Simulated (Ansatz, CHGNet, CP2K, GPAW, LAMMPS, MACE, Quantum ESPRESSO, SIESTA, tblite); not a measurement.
**Forces in aqueous Li+ and I-, 1.5 mol of salt per kg of water at 360 K (110 atoms), program by program**

Aim: forces, pressure and gap of aqueous Li+ and I-, 1.5 mol of salt per kg of water at 360 K (110 atoms) at one geometry, from other programs and methods, against plane-wave PBE.

Results are calculated, not measured.

## Step 1: The structure

The cell holds 110 atoms (36 O, 72 H, 1 Li and 1 I), with edges of 10.44, 10.44 and 10.44 Å. Recipe: 36 H2O, 1 Li+, 1 I- placed at random, at 1.14 g/cm³; overlaps pushed apart, then 10 ps at 420 K with Joung-Cheatham ions (J. Phys. Chem. B 112, 9020 (2008)); SPC/E water (Berendsen, Grigera and Straatsma, J. Phys. Chem. 91, 6269 (1987)). Snapshot after 20 ps at 360 K and fixed volume. The density is 1.14 g/cm³.

## Step 2: The reference input

Quantum ESPRESSO 7.5: Kohn-Sham DFT, PBE, SSSP efficiency 1.3.0 pseudopotentials, plane waves. Its input, pw.in:

```
&control
  calculation = 'scf'
  pseudo_dir = './pseudo'
  outdir = './tmp'
  disk_io = 'none'
  tprnfor = .true.
  tstress = .true.
/
&system
  ibrav = 0
  nat = 110
  ntyp = 4
  ecutwfc = 60
  ecutrho = 480
  nosym = .true.
  occupations = 'smearing'
  smearing = 'fd'
  degauss = 0.003675
/
&electrons
  conv_thr = 5.5e-07
  electron_maxstep = 100
  mixing_beta = 0.4
  mixing_mode = 'plain'
  diagonalization = 'david'
/
ATOMIC_SPECIES
O 15.999 O.upf
H 1.008 H.upf
Li 6.940 Li.upf
I 126.904 I.upf
CELL_PARAMETERS angstrom
10.44226 0.00000 0.00000
0.00000 10.44226 0.00000
0.00000 0.00000 10.44226
ATOMIC_POSITIONS crystal
O 0.42411 0.03145 0.04980
H 0.38477 0.03311 0.13709
H 0.45501 0.11919 0.02704
O 0.18334 0.05282 0.55987
[... 104 atom lines left out ...]
Li 0.87977 0.10412 0.22349
I 0.87535 0.17902 0.73468
K_POINTS gamma
```

```console
$ OMP_NUM_THREADS=1 mpirun -np 2 pw.x -in pw.in > output.txt
```

Wall time 1.7 min (2 MPI ranks of Arm Neoverse V2, shared host); peak memory 2.9 GiB.

It converged with an r.m.s. force component of 0.54 eV/Å and a pressure of -2.0 GPa.

Its highest filled and lowest empty levels lie 3.64 eV apart on its k-points.

## Step 3: What was run beside it

- CHGNet: machine-learned potential, published weights.
- CP2K 2026.2: Gaussian basis with GTH pseudopotentials and a plane-wave density; labels give functional, basis (MOLOPT sets; SR short-range, UZH the newer set with its own potentials), grid cutoff/relative cutoff and solver (OT: orbital transformation; TRS4, TC2, SIGN: linear-scaling purification with its sparsity filter), or its built-in tight binding.
- GPAW 26.7.0: PAW with atomic orbitals (LCAO), plane waves or a real-space grid of spacing h.
- MACE: machine-learned potential, published weights.
- Quantum ESPRESSO 7.5: plane waves; labels (QE) give functional, pseudopotential set and cutoffs of waves/density.
- SIESTA 5.4.2: numerical atomic orbitals, whose automatically made sets are far from complete, with PseudoDojo norm-conserving potentials that we converted to its format (checked against plane waves on the same files for H, C, O, Si, Ge and Ca alone); labels give functional, basis size, energy shift and mesh cutoff.
- tblite 0.8.0: extended tight binding, driven from Python.

All use the same cell and atoms, and the electronic-structure runs the same k-mesh.

## Step 4: Side by side

Differences are against the reference: forces as r.m.s. over components, share as that over the reference's r.m.s. force, slope as the fitted ratio of a run's forces to the reference's.

```
                                                                      run  Δ force, r.m.s. (meV/Å)  share (%)   slope  Δ pressure (GPa)  Δ gap (eV)  cores  CPU time  memory (GiB)
                                                                reference                        -          -       -                 -           -      2   3.4 min           2.9
                                                  CHGNet r2SCAN potential                      253       47.0   1.044             -1.81           -      1     4.3 s           1.8
                                           CP2K GFN1-xTB, diagonalisation                      362       67.2   1.180             -3.05           -      1     4.9 s          0.23
                  CP2K PBE+D4, DZVP-MOLOPT-SR, 600/50 Ry, diagonalisation                     31.5       5.84   1.001            -0.282        1.14      2   4.5 min           3.0
            CP2K PBE, DZVP-MOLOPT-SR, 210/50 Ry, diagonalisation (coarse)                     88.6       16.4   0.991             0.439        1.11      2   3.1 min          0.87
            CP2K PBE, DZVP-MOLOPT-SR, 300/50 Ry, diagonalisation (coarse)                     72.3       13.4   0.986             0.332        1.13      2   3.6 min           1.4
                               CP2K PBE, DZVP-MOLOPT-SR, 600/50 Ry, OT CG                     33.3       6.17   0.997             0.289        1.14      4    10 min           2.6
CP2K PBE, DZVP-MOLOPT-SR, 600/50 Ry, TC2 filter 1e-04, SCF 1e-05 (coarse)                     33.6       6.22   1.000             0.261           -      4   2.1 min           2.6
         CP2K PBE, DZVP-MOLOPT-SR, 600/50 Ry, TC2 filter 1e-05, SCF 1e-06                     36.1       6.69   0.995             0.320           -      4   2.1 min           2.6
                     CP2K PBE, DZVP-MOLOPT-SR, 600/50 Ry, diagonalisation                     33.3       6.17   0.997             0.289        1.14      2     4 min           2.9
                     CP2K PBE, DZVP-MOLOPT-SR, 600/70 Ry, diagonalisation                     33.3       6.17   0.997             0.289        1.14      2   5.6 min           2.9
             CP2K PBE, SZV-MOLOPT-SR, 600/50 Ry, diagonalisation (coarse)                     1700        315  -1.091              9.13        3.27      1   2.1 min           2.8
                           CP2K PBE, TZVP-UZH, 600/50 Ry, diagonalisation                      101       18.7   0.892             0.848      0.0804      4     4 min           3.9
                                             GPAW PBE, LCAO dzp, h 0.18 Å                      414       76.8   0.525                 -       0.211      2      57 s           1.2
                                              MACE MP-0b2 small potential                     61.8       11.5   0.919             0.310           -      1     5.8 s           0.7
                                             MACE MP-0b3 medium potential                     57.5       10.7   0.926             0.317           -      1     8.1 s           1.3
                        QE PBE, sssp-1.3.0-efficiency, 35/280 Ry (coarse)                     73.1       13.5   0.912             -7.42     -0.0147      2      95 s           1.4
                              SIESTA PBE, DZP, shift 0.01 Ry, mesh 500 Ry                      405       75.2   0.456              1.07       0.119      2   2.2 min           1.5
                     SIESTA PBE, SZP, shift 0.01 Ry, mesh 500 Ry (coarse)                     1471        273  -0.695              3.28       0.638      2   1.9 min           1.4
                              SIESTA PBE, TZP, shift 0.01 Ry, mesh 500 Ry                      436       80.8   0.436              1.05      0.0747      4   2.7 min           2.0
                                                          tblite GFN2-xTB                      272       50.5   1.135             -1.11           -      1     8.6 s          0.11
```

Rows marked coarse use a setting chosen to be so.

Times of the machine-learned potentials are mostly Python's start and the loading of weights.

CPU time is summed over cores on shared hosts, so it is rough.

## Step 5: Findings

Forces lie from 5.8 % (CP2K PBE+D4, DZVP-MOLOPT-SR, 600/50 Ry, diagonalisation) to 315 % (CP2K PBE, SZV-MOLOPT-SR, 600/50 Ry, diagonalisation, coarse) of the reference's r.m.s. force of 0.54 eV/Å away from it. The PBE runs in local orbitals, coarse settings apart, differ by 6.2 % (CP2K PBE, DZVP-MOLOPT-SR, 600/70 Ry, diagonalisation) to 81 % (SIESTA PBE, TZP, shift 0.01 Ry, mesh 500 Ry); basis, grid and potentials can all enter. Tight binding differs by 50 % (tblite GFN2-xTB) to 67 % (CP2K GFN1-xTB, diagonalisation); it is another model, with fitted parameters of its own, and the xTB methods hold dispersion. Machine-learned potentials differ by 11 % (MACE MP-0b3 medium potential) to 47 % (CHGNet r2SCAN potential); they were trained on other programs' data, some at another functional.

Rows with another functional or a dispersion term differ by 5.8 % (CP2K PBE+D4, DZVP-MOLOPT-SR, 600/50 Ry, diagonalisation), which mixes the change of model with differences of basis and potentials. Runs with settings chosen to be coarse differ by 6.2 % (CP2K PBE, DZVP-MOLOPT-SR, 600/50 Ry, TC2 filter 1e-04, SCF 1e-05) to 315 % (CP2K PBE, SZV-MOLOPT-SR, 600/50 Ry, diagonalisation), their programs' other errors included. CP2K PBE, TZVP-UZH, 600/50 Ry, diagonalisation softens the forces by a factor of 0.89 while following their directions (correlation 0.986). In CP2K PBE, TZVP-UZH, 600/50 Ry, diagonalisation the difference has nearly one length on every H (0.15 eV/Å) and points along its bond, outwards: this method prefers longer bonds, and stiff bonds to hydrogen turn a small shift into a large force. From CP2K PBE, DZVP-MOLOPT-SR, 210/50 Ry, diagonalisation to the finer CP2K PBE, DZVP-MOLOPT-SR, 600/70 Ry, diagonalisation the share falls from 16 to 6.2 %. CP2K PBE, TZVP-UZH, 600/50 Ry, diagonalisation lies farther from the reference (19 %) than the smaller basis of CP2K PBE, DZVP-MOLOPT-SR, 600/50 Ry, OT CG (6.2 %). Pressures at PBE, coarse settings apart, lie +0.29 to +1.07 GPa from the reference's. Gaps at PBE, coarse settings apart, lie +0.07 to +1.14 eV from the reference's.

Caveats: Periodic xTB results under one method name differ between programs and library versions. With short bonds to hydrogen, sets of potentials differ among themselves by several per cent in forces even at converged cutoffs, so the reference isn't exact here either. The potentials hold different valence shells: 298 electrons in the reference, 296 in GPAW; this bears on time and differences. The reference's pressure holds the uncorrected Pulay stress of its 60 Ry basis, so small pressure differences, may be the reference's own error. Machine-learned potentials mimic data converged in k, so the reference's own k-point error enters their differences. The network of contacts between molecules at the start is that of the classical potential that made the cell, and needn't be the one that DFT or experiment would give. The reference's PBE has no dispersion term, which matters for the binding between molecules or layers. The density was typed from a rule of thumb and may lie off the real one at this temperature. The electronic-structure runs sample only Γ, in a cell whose shortest periodic width is 10 Å. Spin–orbit coupling is left out, which matters for the levels of the heavy elements. Where levels are smeared, the DFT runs use Fermi–Dirac occupations at 580 K (0.05 eV), and energies are free energies. The reference's cutoffs and mesh weren't converged further here.

[Long decimals in the printed logs are rounded to 6 places.]

[Logs are printed without paths, hosts, clocks, repeated set-up lines and the standing remarks that a program may print on its own settings, such as how far it seeks lower states.]

[Hosts, paths, dates, database ids (printed as entryN), source tags and the programs' standing remarks are cut or masked in the printed files.]

[Only finished runs are shown, without SIESTA runs on faulty potentials for Cu, Fe, Ni or Zn; cells were taken only where this reference lay near another plane-wave run.]
